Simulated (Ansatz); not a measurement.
# How fast states decay through LiTaBr6, part 2 of 3

A new crystal, LiTaBr6: structure, gap and complex bands. It is built by putting Br for F in the LiTaF6 structure of space group R-3, with the volume rescaled by atomic radii. The parent structure comes from the Materials Project.

Ansatz 0.2.0; PBE DFT, plane waves, PAW files (the session's first sound run).

So far. Step 2 (Cell and atoms at rest): The largest force component on a free atom ends at 0.0028 eV/Å.

The structure was built from a prototype and need not be the compound's stable phase.

## (3) Band edges

The energy window and the wavevectors of the next steps follow from the band edges, so these are searched first, off the mesh as well.

Contents of input.yaml:

```yaml
crystal:
  lattice:
    - [3.4084747806, 1.9678838321, 6.0776192467]
    - [-3.4084747806, 1.9678838321, 6.0776192467]
    - [0.0, -3.9357676642, 6.0776192467]
  atoms:
    - { symbol: Li, position: [0.5, 0.5, 0.5] }
    - { symbol: Ta, position: [0.0, 0.0, 0.0] }
    - { symbol: Br, position: [0.6213385102, 0.230113894, 0.9092533832] }
    - { symbol: Br, position: [0.230113894, 0.9092533832, 0.6213385102] }
    - { symbol: Br, position: [0.9092533832, 0.6213385102, 0.230113894] }
    - { symbol: Br, position: [0.3786614898, 0.769886106, 0.0907466168] }
    - { symbol: Br, position: [0.769886106, 0.0907466168, 0.3786614898] }
    - { symbol: Br, position: [0.0907466168, 0.3786614898, 0.769886106] }
kpoints:
  mp_grid: { grid: [4, 4, 4] }
  band_path: { path: [VBM, CBM], npoints: 30 }
scf:
  occupations: { method: fixed }
hamiltonian:
  xc: pbe
output:
  eigenvalues: true
  write_potential: true
  write_density: true
  volumetric_format: npy
  elf: true
```

Started as:

```console
$ ansatz run input.yaml --threads 2 --pin off --max-ram 4096MiB --backend cpu --events-out ev --progress --plain --runs-dir out
```

Numbers of over 12 decimals in the logs are rounded to 6 here.

Log:

```text
[...]
Crystal: 8 atoms, lattice volume = 244.593 Å³
Basis set: ecut = 420 eV, 4785 PW (Γ)
Bands: 37, of which v1, the nominal top of the filled ones, is band 29 counted from 1 (28 counted from 0)
Symmetry: 6 space group operations
[...]
k-points: 14 of 64
[...]
SCF iter   1: F=—  HF=-26844.405980 eV  |F-HF|=—  |Δ(HF+E_count)|=         —  Δρ=1.38e-3  dr2=1.51e-2  ethr=1.77e-3  ⟨swp⟩=5.0  Hψ=1968  notcnv=0  defer=75
[...]
SCF iter   8: F=-26844.410131 eV  HF=-26844.410131 eV  |F-HF|=3.83e-9  |Δ(HF+E_count)|=   2.67e-8  Δρ=1.07e-6  dr2=6.18e-9  ethr=1.72e-10  ⟨swp⟩=1.0  Hψ=1215  notcnv=0
SCF 1 converged in 8 iterations: F = -26844.410131 eV  dr2 = 6.18e-9
[...]
NSCF: frozen V_eff on 40 k-points
[...]
SCF converged after 8 iterations
Free energy (F): -26844.410131 eV
[...]
Internal energy: -26844.410131 eV  (E = F + TS)
E sigma→0 (E₀):  -26844.410131 eV
Fermi energy:    2.139533 eV
[...]
--- Band table (eV; the first three rows and the last of 14) ---
  k-point 0: bands = [... 25 lower, 1.9273, 1.9996, 1.9996, 2.1395, 4.1427, 4.3368, 4.3368, 7.1299, ... 4 higher]
  k-point 1: bands = [... 25 lower, 1.7392, 1.9568, 2.0052, 2.0740, 4.2112, 4.2576, 4.4535, 6.8690, ... 4 higher]
  k-point 2: bands = [... 25 lower, 1.7790, 1.8718, 1.9146, 1.9409, 4.0589, 4.2864, 4.5953, 6.6605, ... 4 higher]
  k-point 13: bands = [... 25 lower, 1.8863, 1.8863, 1.9016, 1.9016, 4.3571, 4.4389, 4.4389, 6.7727, ... 4 higher]
```

Run time: 39 s. Hardware: 2 threads of Arm Neoverse V1, shared host; peak memory 0.53 GiB.

In the SCF lines HF is the Harris–Foulkes energy and dr2 the Hartree energy of the density residual, in eV; the loop may stop once dr2 is under the threshold and the program's other checks hold. Hψ counts applications of the Hamiltonian.

Numbers from this step:

| Item | Value |
| --- | --- |
| free energy | -26844.4101 eV |
| Fermi energy | 2.140 eV |
| gap on the k-mesh | 1.919 eV |
| gap on path | 1.916 eV, by band count; negative where bands overlap |
| direct gap on path | 2.028 eV |
| edge places on path | 0, 0.4542 1/A along the path |

The electronic bands at the labelled points (eV, zero at the Fermi level (highest filled level under fixed occupations); v1 is the highest filled band, c1 the lowest empty one):

| point | v4 | v3 | v2 | v1 | c1 | c2 | c3 | c4 |
| --- | --- | --- | --- | --- | --- | --- | --- | --- |
| VBM | -0.30 | -0.15 | -0.11 | 0.00 | 2.03 | 2.18 | 2.21 | 4.93 |
| halfway | -0.38 | -0.20 | -0.14 | -0.10 | 2.03 | 2.14 | 2.35 | 4.69 |
| CBM | -0.36 | -0.27 | -0.22 | -0.20 | 1.92 | 2.15 | 2.46 | 4.52 |

Valence density in the ac plane of the conventional cell at fractional y = 0.000, with atoms of Li and Ta and Br within 0.2 Å of it. It is the smooth field of the valence electrons, not physical close to the nuclei.

Ten steps, logarithmic in the rise over the least value, from '0' (0.0 e/Å³) to '9' (4.1 e/Å³), each cell a mean:
```
9975565532101123589
4456766763100112334
1235666653100011111
0012344321111100000
0000000012455432100
0000000125666664200
0000000125666764200
0000111223445432100
0012455543211100000
0124676665310001100
1124666664210001111
9612234432111111149
8510000012345543237
0111100024676665311
0000000124676665310
0000111222345442100
0002355554211100000
0013676676420000000
0013566665310000000
0001234432111110000
0000000001235553210
1222110012466666532
6533210012566666556
9974221111234555689
```
Columns run along a (6.8 Å), rows up along c (18.2 Å), edges of the conventional cell, whose origin can differ from the input's. Atoms in or near the plane, at fractional coordinates: Li at (0.00, 0.50), Ta at (0.00, 0.00), Br at (0.63, 0.75), Br at (0.69, 0.08), Br at (0.37, 0.25), Br at (0.31, 0.92).

ELF in the ac plane of the conventional cell at fractional y = 0.000, with atoms of Li and Ta and Br within 0.2 Å of it. It is the smooth field of the valence electrons, not physical close to the nuclei.

Values, 13 rows by 16 columns, each cell a mean:
```
0.37 0.44 0.51 0.67 0.53 0.55 0.76 0.68 0.31 0.05 0.06 0.08 0.11 0.12 0.29 0.38
0.05 0.24 0.61 0.76 0.61 0.57 0.70 0.57 0.25 0.05 0.03 0.03 0.03 0.05 0.06 0.05
0.00 0.01 0.03 0.08 0.11 0.10 0.11 0.33 0.59 0.68 0.64 0.64 0.56 0.35 0.11 0.01
0.00 0.01 0.01 0.01 0.02 0.03 0.16 0.55 0.79 0.59 0.38 0.64 0.85 0.69 0.26 0.02
0.01 0.06 0.28 0.50 0.61 0.60 0.56 0.45 0.31 0.26 0.28 0.24 0.15 0.06 0.02 0.01
0.04 0.18 0.64 0.85 0.68 0.38 0.59 0.85 0.65 0.19 0.02 0.02 0.04 0.04 0.03 0.03
0.72 0.26 0.07 0.22 0.30 0.35 0.32 0.25 0.28 0.38 0.45 0.43 0.35 0.19 0.10 0.61
0.02 0.03 0.04 0.04 0.03 0.02 0.09 0.50 0.83 0.74 0.36 0.51 0.85 0.78 0.37 0.04
0.00 0.01 0.06 0.18 0.30 0.37 0.35 0.31 0.35 0.45 0.52 0.53 0.45 0.29 0.09 0.01
0.01 0.13 0.59 0.84 0.78 0.36 0.42 0.80 0.72 0.33 0.04 0.01 0.01 0.01 0.01 0.01
0.00 0.03 0.18 0.39 0.54 0.60 0.62 0.55 0.35 0.16 0.16 0.19 0.17 0.09 0.03 0.01
0.06 0.07 0.07 0.05 0.03 0.02 0.02 0.16 0.55 0.75 0.58 0.49 0.69 0.76 0.44 0.10
0.37 0.42 0.18 0.13 0.14 0.12 0.08 0.14 0.48 0.71 0.66 0.56 0.63 0.51 0.46 0.43
```
Columns run along a (6.8 Å), rows up along c (18.2 Å), edges of the conventional cell, whose origin can differ from the input's. Atoms in or near the plane, at fractional coordinates: Li at (0.00, 0.50), Ta at (0.00, 0.00), Br at (0.63, 0.75), Br at (0.69, 0.08), Br at (0.37, 0.25), Br at (0.31, 0.92).

Electrostatic potential energy in the ac plane of the conventional cell at fractional y = 0.000, with atoms of Li and Ta and Br within 0.2 Å of it. With pseudopotentials it is smooth inside the atoms' cores, unlike the true potential.

Ten even steps from '0' (-66 eV) to '9' (9 eV), each cell a mean:
```
1368877899999999742
8887200279999999988
9998522489999999999
9999999999999999999
9999999999988899999
9999999999510169999
9999999999610269999
9999999999998999999
9999987899999999999
9999610048999999999
9999742369999999999
5789999999999999975
6789999999998899986
9999999999720148999
9999999999731158999
9999999999998999999
9999987789999999999
9999720027999999999
9999852258999999999
9999999999999999999
9999999999998889999
9999999999851016999
7789999999951016887
0258999999999888740
```
Columns run along a (6.8 Å; values clipped at the 3rd and 97th percentile), rows up along c (18.2 Å), edges of the conventional cell, whose origin can differ from the input's. Atoms in or near the plane, at fractional coordinates: Li at (0.00, 0.50), Ta at (0.00, 0.00), Br at (0.63, 0.75), Br at (0.69, 0.08), Br at (0.37, 0.25), Br at (0.31, 0.92).

The searched edges give 1.92 eV, against 1.92 eV on the mesh.

## (4) Decaying states in the gap

This step: PBE DFT, plane waves, PAW files; complex bands by layer matching along the plane's normal (Ansatz 0.2.0).

The same crystal is laid in a cell whose first two vectors span the (001) plane (indices of the standard conventional cell, whose axes can be ordered otherwise than in the bulk input). At fixed energy and wavevector in the plane the solver finds all kz, real and complex. A few wavevectors are listed, (0, 0) and (-0.5, -0.5) in units of the plane's reciprocal vectors; the slowest state needn't be among them.

Contents of input.yaml:

```yaml
crystal:
  lattice:
    - [6.816949561, 0.0, 0.0]
    - [3.408474781, 5.903651496, 0.0]
    - [3.408474781, -1.967883832, 6.077619247]
  atoms:
    - { symbol: Li, position: [0.0, 0.5, 0.5] }
    - { symbol: Ta, position: [0.0, 0.0, 0.0] }
    - { symbol: Br, position: [0.8514524042, 0.769886106, 0.2392942126] }
    - { symbol: Br, position: [0.1393672772, 0.0907466168, 0.2392942126] }
    - { symbol: Br, position: [0.5305918934, 0.3786614898, 0.2392942126] }
    - { symbol: Br, position: [0.1485475958, 0.230113894, 0.7607057874] }
    - { symbol: Br, position: [0.8606327228, 0.9092533832, 0.7607057874] }
    - { symbol: Br, position: [0.4694081066, 0.6213385102, 0.7607057874] }
kpoints:
  mp_grid: { grid: [6, 6, 6] }
scf:
  occupations: { method: fixed }
hamiltonian:
  xc: pbe
output:
  eigenvalues: true
  transmission:
    leads: [[0, 0]]
    kpoints: [[0.0, 0.0], [-0.5, -0.5]]
    e_range: [-1.0, 2.92]
    de: 0.08
```

Log:

```text
[...]
Crystal: 8 atoms, lattice volume = 244.593 Å³
Basis set: ecut = 420 eV, 4785 PW (Γ)
Bands: 37, of which v1, the nominal top of the filled ones, is band 29 counted from 1 (28 counted from 0)
Symmetry: 6 space group operations
[...]
k-points: 40 of 216
[...]
SCF iter   1: F=—  HF=-26844.407125 eV  |F-HF|=—  |Δ(HF+E_count)|=         —  Δρ=1.37e-3  dr2=1.47e-2  ethr=1.77e-3  ⟨swp⟩=5.0  Hψ=5692  notcnv=0  defer=216
[...]
SCF iter   8: F=-26844.410942 eV  HF=-26844.410942 eV  |F-HF|=2.47e-9  |Δ(HF+E_count)|=   2.80e-8  Δρ=8.89e-7  dr2=4.29e-9  ethr=1.72e-10  ⟨swp⟩=1.0  Hψ=3934  notcnv=0
SCF 1 converged in 8 iterations: F = -26844.410942 eV  dr2 = 4.29e-9
[...]
transmission: 12 of 24 steps passed
transmission: 24 of 24 steps passed
SCF converged after 8 iterations
Free energy (F): -26844.410942 eV
[...]
Internal energy: -26844.410942 eV  (E = F + TS)
E sigma→0 (E₀):  -26844.410942 eV
Fermi energy:    2.139355 eV
[...]
--- Band table (eV; the first three rows and the last of 40) ---
  k-point 0: bands = [... 25 lower, 1.9271, 1.9995, 1.9995, 2.1394, 4.1431, 4.3372, 4.3372, 7.1302, ... 4 higher]
  k-point 1: bands = [... 25 lower, 1.9281, 1.9281, 2.0264, 2.0264, 4.2283, 4.3683, 4.3683, 7.0172, ... 4 higher]
  k-point 2: bands = [... 25 lower, 1.8873, 1.8873, 1.9852, 1.9852, 4.3272, 4.4188, 4.4188, 6.8419, ... 4 higher]
  k-point 39: bands = [... 25 lower, 1.6288, 1.8836, 1.9522, 2.0012, 4.2616, 4.3160, 4.5263, 6.7453, ... 4 higher]
--- Transmission ---
  basis      : 361 plane waves across, 12 finite elements along
  points     : 2, as listed
  energies   : 50 from -1.000000 to 2.920000 eV about the Fermi level, 0.080000 eV apart; the leads are filled to 0.959972 eV, and channels, transmission and decay are at 0.920000 eV
  crystal 0  : Br6Ta1Li1, at the sites [0, 0], period 6.0776 Å: whole cells are its period
    offset         : up to 0.0000 Å between an atom of the period and one for which it stands
    channels       : 0.000000e0 a spin
    conductance    : none, the energies end too early or step too widely for 300 K: set another output.transmission.e_range or a lower de, or, where they end at an eighth of basis.ecutwfc, a higher one
    slowest decay  : 0.2167 /Å at (0.0000, 0.0000)
```

The job ended after 3 min (2 threads; peak memory 1.4 GiB).

This step gave:

| Item | Value |
| --- | --- |
| free energy | -26844.4109 eV |
| Fermi energy | 2.139 eV |
| gap on the k-mesh | 1.920 eV |
| level to which the leads are filled | 0.9600 eV from the Fermi level |
| decay constant at the filling level, zone centre | 0.2167 Å⁻¹ |
| decay constant at the filling level, slowest listed point | 0.2167 Å⁻¹ |

K parallel (0, 0); values up to 1.5 1/Å, a degenerate pair printed once or twice; energies at which all values exceed this have no row. Table of Im kz of the slowest decaying states by energy, zero at the highest filled level on the SCF mesh:

| energy (eV) | decay 1 (Å⁻¹) | decay 2 (Å⁻¹) | decay 3 (Å⁻¹) | decay 4 (Å⁻¹) |
| --- | --- | --- | --- | --- |
| -1.0000 | 0.152 | 0.163 | 0.272 | 0.657 |
| -0.7600 | 0.0509 | 0.213 | 0.252 | 0.567 |
| -0.5200 | 0.218 | 0.342 | 0.433 | 1.32 |
| -0.2800 | 0.0982 | 0.113 | 0.414 | 1.30 |
| -0.0400 | 0.161 | 0.293 | 0.460 | 1.28 |
| 0.2800 | 0.140 | 0.322 | 0.404 | 0.503 |
| 0.5200 | 0.180 | 0.385 | 0.424 | 0.526 |
| 0.7600 | 0.206 | 0.428 | 0.429 | 0.544 |
| 1.0000 | 0.221 | 0.426 | 0.460 | 0.557 |
| 1.2400 | 0.227 | 0.417 | 0.482 | 0.568 |
| 1.4800 | 0.221 | 0.401 | 0.495 | 0.575 |
| 1.7200 | 0.197 | 0.372 | 0.500 | 0.579 |
| 1.9600 | 0.0996 | 0.314 | 0.497 | 0.580 |
| 2.2800 | 0.289 | 0.465 | 0.547 | 0.608 |
| 2.5200 | 0.438 | 0.468 | 0.475 | 0.624 |
| 2.7600 | 0.456 | 0.505 | 0.563 | 0.604 |

K parallel (-0.5, -0.5); values up to 1.5 1/Å, a degenerate pair printed once or twice; energies at which all values exceed this have no row. Im kz of the slowest decaying states against energy, zero at the highest filled level on the SCF mesh:

| energy (eV) | decay 1 (Å⁻¹) | decay 2 (Å⁻¹) | decay 3 (Å⁻¹) | decay 4 (Å⁻¹) |
| --- | --- | --- | --- | --- |
| -1.0000 | 0.274 | 0.298 | 0.313 | 0.318 |
| -0.7600 | 0.0617 | 0.268 | 0.280 | 0.341 |
| -0.5200 | 0.125 | 0.180 | 0.190 | 0.373 |
| -0.2800 | 0.0296 | 0.0585 | 0.0834 | 0.117 |
| -0.0400 | 0.135 | 0.192 | 0.241 | 0.263 |
| 0.2800 | 0.206 | 0.255 | 0.338 | 0.350 |
| 0.5200 | 0.234 | 0.277 | 0.383 | 0.410 |
| 0.7600 | 0.250 | 0.290 | 0.402 | 0.414 |
| 1.0000 | 0.258 | 0.295 | 0.386 | 0.435 |
| 1.2400 | 0.256 | 0.292 | 0.369 | 0.449 |
| 1.4800 | 0.245 | 0.278 | 0.340 | 0.457 |
| 1.7200 | 0.216 | 0.248 | 0.281 | 0.457 |
| 1.9600 | 0.170 | 0.178 | 0.444 | 0.532 |
| 2.2800 | 0.427 | 0.438 | 0.528 | 0.567 |
| 2.5200 | 0.182 | 0.452 | 0.513 | 0.532 |
| 2.7600 | 0.306 | 0.437 | 0.471 | 0.515 |

At the listed wavevectors the last open channel is at -0.04 eV and the next at +1.96 eV on the grid. At +0.92 eV, the grid energy nearest the filling level (the middle of the gap on the SCF mesh), the slowest state at the listed wavevectors decays with κ = 0.217 Å⁻¹, its amplitude falling by e over 4.6 Å. Through 1 nm of this crystal that state's transmission falls by exp(−2 × 0.217 Å⁻¹ × 10 Å) = 0.013.

## (5) Band edges at another level

This step: LDA DFT, plane waves, PAW files (Ansatz 0.2.0).

The edges again with LDA, at the same atoms.

Contents of input.yaml:

```yaml
crystal:
  lattice:
    - [3.4084747806, 1.9678838321, 6.0776192467]
    - [-3.4084747806, 1.9678838321, 6.0776192467]
    - [0.0, -3.9357676642, 6.0776192467]
  atoms:
    - { symbol: Li, position: [0.5, 0.5, 0.5] }
    - { symbol: Ta, position: [0.0, 0.0, 0.0] }
    - { symbol: Br, position: [0.6213385102, 0.230113894, 0.9092533832] }
    - { symbol: Br, position: [0.230113894, 0.9092533832, 0.6213385102] }
    - { symbol: Br, position: [0.9092533832, 0.6213385102, 0.230113894] }
    - { symbol: Br, position: [0.3786614898, 0.769886106, 0.0907466168] }
    - { symbol: Br, position: [0.769886106, 0.0907466168, 0.3786614898] }
    - { symbol: Br, position: [0.0907466168, 0.3786614898, 0.769886106] }
kpoints:
  mp_grid: { grid: [4, 4, 4] }
  band_path: { path: [VBM, CBM], npoints: 30 }
scf:
  occupations: { method: fixed }
hamiltonian:
  xc: lda
output:
  eigenvalues: true
```

Log:

```text
[...]
Crystal: 8 atoms, lattice volume = 244.593 Å³
Basis set: ecut = 420 eV, 4785 PW (Γ)
Bands: 37, of which v1, the nominal top of the filled ones, is band 29 counted from 1 (28 counted from 0)
Symmetry: 6 space group operations
[...]
k-points: 14 of 64
[...]
SCF iter   1: F=—  HF=-26055.201185 eV  |F-HF|=—  |Δ(HF+E_count)|=         —  Δρ=4.12e-3  dr2=3.66e-2  ethr=1.77e-3  ⟨swp⟩=5.1  Hψ=1997  notcnv=0  defer=76
[...]
SCF iter   7: F=-26055.195513 eV  HF=-26055.195513 eV  |F-HF|=7.94e-9  |Δ(HF+E_count)|=   3.31e-7  Δρ=2.38e-6  dr2=2.93e-8  ethr=1.72e-10  ⟨swp⟩=14.1  Hψ=2211  notcnv=0
SCF 1 converged in 7 iterations: F = -26055.195513 eV  dr2 = 2.93e-8
[...]
SCF converged after 7 iterations
Free energy (F): -26055.195513 eV
[...]
Internal energy: -26055.195513 eV  (E = F + TS)
E sigma→0 (E₀):  -26055.195513 eV
Fermi energy:    1.876569 eV
[...]
--- Band table (eV; the first three rows and the last of 14) ---
  k-point 0: bands = [... 25 lower, 1.6543, 1.7369, 1.7369, 1.8766, 3.7651, 3.9735, 3.9735, 6.7726, ... 4 higher]
  k-point 1: bands = [... 25 lower, 1.4671, 1.6866, 1.7379, 1.8083, 3.8412, 3.8863, 4.0969, 6.5013, ... 4 higher]
  k-point 2: bands = [... 25 lower, 1.5020, 1.5944, 1.6418, 1.6738, 3.6783, 3.9132, 4.2465, 6.2767, ... 4 higher]
  k-point 13: bands = [... 25 lower, 1.6215, 1.6215, 1.6249, 1.6249, 3.9782, 4.0794, 4.0794, 6.4162, ... 4 higher]
```

The job ended after 39 s (2 threads; peak memory 0.5 GiB).

Numbers from this step:

| Item | Value |
| --- | --- |
| free energy | -26055.1955 eV |
| Fermi energy | 1.877 eV |
| gap on the k-mesh | 1.802 eV |
| gap on path | 1.798 eV, by band count; negative where bands overlap |
| direct gap on path | 1.915 eV |

Electronic bands along the path, in eV, zero at the Fermi level (highest filled level under fixed occupations); v1 is the highest filled band, c1 the lowest empty one:

| point | v4 | v3 | v2 | v1 | c1 | c2 | c3 | c4 |
| --- | --- | --- | --- | --- | --- | --- | --- | --- |
| VBM | -0.32 | -0.15 | -0.11 | 0.00 | 1.92 | 2.08 | 2.11 | 4.85 |
| halfway | -0.39 | -0.21 | -0.15 | -0.11 | 1.92 | 2.03 | 2.26 | 4.58 |
| CBM | -0.37 | -0.28 | -0.23 | -0.20 | 1.80 | 2.04 | 2.37 | 4.40 |

The searched edges give 1.80 eV, against 1.80 eV on the mesh.

[end of part 2 of 3]

[Logs are printed without paths, hosts, clocks, repeated set-up lines and the standing remarks that a program may print on its own settings, such as how far it seeks lower states.]

[Hosts, paths, dates, database ids (printed as entryN), source tags and the programs' standing remarks are cut or masked in the printed files.]

[New means built here by substitution; the compound itself may be known and measured.]
